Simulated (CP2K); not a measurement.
Two runs for the O K edge of water trimer. Run A: CP2K XAS_TDP, all-electron GAPW, PBEh(45%), aug-cc-pVDZ, TDA, no relativity. Run B differs in one setting.

First lines with a strength over 0.0015. A:

```
                                       atom  energy (eV)  states  strength, one atom
O1 (bonded to 2 H, gives 1 H bond, takes 1)       529.98       1              0.0143
                                                  531.71       1              0.0102
                                                  532.03       1              0.0093
                                                  532.62       1              0.0063
                                                  533.20       1              0.0045
O2 (bonded to 2 H, gives 1 H bond, takes 1)       530.00       1              0.0141
                                                  531.71       1              0.0111
                                                  531.97       1              0.0098
                                                  532.76       1              0.0057
                                                  533.07       1              0.0052
O3 (bonded to 2 H, gives 1 H bond, takes 1)       529.96       1              0.0133
                                                  531.43       1              0.0085
                                                  531.91       1              0.0090
                                                  532.70       1              0.0076
                                                  533.00       1              0.0049
```

B:

```
                                       atom  energy (eV)  states  strength, one atom
O1 (bonded to 2 H, gives 1 H bond, takes 1)       521.39       1              0.0059
                                                  522.46       1              0.0058
                                                  522.74       1              0.0024
                                                  523.53       1              0.0042
                                                  523.97       1              0.0026
O2 (bonded to 2 H, gives 1 H bond, takes 1)       521.40       1              0.0058
                                                  522.48       1              0.0059
                                                  522.73       1              0.0031
                                                  523.63       1              0.0027
                                                  523.83       1              0.0037
O3 (bonded to 2 H, gives 1 H bond, takes 1)       521.33       1              0.0045
                                                  522.19       1              0.0061
                                                  522.63       1              0.0028
                                                  523.52       1              0.0034
                                                  523.75       1              0.0026
```

**Question.** Which was it: the functional, scalar relativity switched on, GW2X switched on, the basis?

The functional (functional from PBEh(45%) to PBE0; the lines alone don't name the new value). A functional moves all lines by electronvolts and changes their spacings and strengths. Against PBEh(45%) in aug-cc-pVDZ, the leading lines move by -8.59 eV (O1, to 521.39), -8.60 eV (O2, to 521.40) and -8.63 eV (O3, to 521.33); the strength of O1's goes from 0.0143 to 0.0059. The next line of O1 over the strength cut lies 1.07 eV higher, against 1.73.

[Banner, clock and machine lines of the logs are left out without a mark of their own.]

[Logs are printed without paths, hosts, clocks, repeated set-up lines and the standing remarks that a program may print on its own settings, such as how far it seeks lower states.]

[Hosts, paths, dates, database ids (printed as entryN), source tags and the programs' standing remarks are cut or masked in the printed files.]
